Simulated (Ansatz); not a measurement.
**A faulty run on H-capped ZnSe nanowire along [110] (68 atoms)**

Program: Ansatz 0.2.0. The cell: 20 Se, 16 Zn and 32 H.

Contents of input.yaml:

```yaml
crystal:
  lattice:
    - [19.19941, 0.0, 0.0]
    - [0.0, 19.5469, 0.0]
    - [0.0, 0.0, 8.01576]
  atoms:
    - { symbol: Se, position: [0.27792, 0.39645, 0.99856] }
    - { symbol: Se, position: [0.27729, 0.3974, 0.49805] }
    - { symbol: Se, position: [0.27804, 0.60112, 0.00443] }
    - { symbol: Se, position: [0.27908, 0.60186, 0.50086] }
    - { symbol: Zn, position: [0.35183, 0.29542, 0.99484] }
    - { symbol: Se, position: [0.42556, 0.29422, 0.24853] }
    - { symbol: Zn, position: [0.49881, 0.39809, 0.24679] }
    - { symbol: Se, position: [0.57373, 0.39718, 0.99759] }
    - { symbol: Zn, position: [0.35369, 0.29425, 0.49969] }
    - { symbol: Se, position: [0.42648, 0.29566, 0.75052] }
    - { symbol: Zn, position: [0.50028, 0.39724, 0.74778] }
    - { symbol: Se, position: [0.57307, 0.39646, 0.50168] }
    - { symbol: Zn, position: [0.35399, 0.49913, 0.00026] }
    - { symbol: Se, position: [0.42603, 0.49983, 0.2502] }
    - { symbol: Zn, position: [0.50014, 0.60331, 0.24903] }
    - { symbol: Se, position: [0.57485, 0.60259, 0.00155] }
    - { symbol: Zn, position: [0.35164, 0.50074, 0.49738] }
    - { symbol: Se, position: [0.42812, 0.49981, 0.7469] }
    [... 44 atom lines left out ...]
    - { symbol: H, position: [0.60317, 0.76813, 0.00146] }
    - { symbol: H, position: [0.76538, 0.64392, 0.25246] }
    - { symbol: H, position: [0.76582, 0.76662, 0.24795] }
    - { symbol: H, position: [0.60153, 0.76922, 0.50175] }
    - { symbol: H, position: [0.76622, 0.64533, 0.7546] }
    - { symbol: H, position: [0.7653, 0.76744, 0.74666] }
kpoints:
  mp_grid: { grid: [1, 1, 2] }
  KSPACING: 400
hamiltonian:
  xc: pbe
  pseudopotentials: { kind: paw, core: large }
scf:
  occupations: { method: fermi_dirac, width: 0.025 }
  max_iter: 60
output:
  forces: true
```

Started as:

```console
$ ansatz run input.yaml --threads 8 --pin off --max-ram 15872MiB --backend cpu --events-out ev --progress --plain --runs-dir out
```

The program printed:

```text
Error: YAML parse error: error: line 77 column 3: unknown field `KSPACING`, expected one of mp_grid, list, band_path, initial_grid, further_shifts
  --> <input>:77:3
   |
75 | kpoints:
76 |   mp_grid: { grid: [1, 1, 2] }
77 |   KSPACING: 400
   |   ^ unknown field `KSPACING`, expected one of mp_grid, list, band_path, initial_grid, further_shifts
78 | hamiltonian:
79 |   xc: pbe
   |
```

Elapsed: 0.01 s, on 8 threads of Arm Neoverse V2, shared host; peak memory 0.17 GiB; 0.01 s of CPU time.

Q: Name the fault and the fix.

A keyword of another program: kpoints.KSPACING = 400.

The fix is to take the foreign keyword out.

The program refused it before any cycle.

[Logs are printed without paths, hosts, clocks, repeated set-up lines and the standing remarks that a program may print on its own settings, such as how far it seeks lower states.]

[Hosts, paths, dates, database ids (printed as entryN), source tags and the programs' standing remarks are cut or masked in the printed files.]
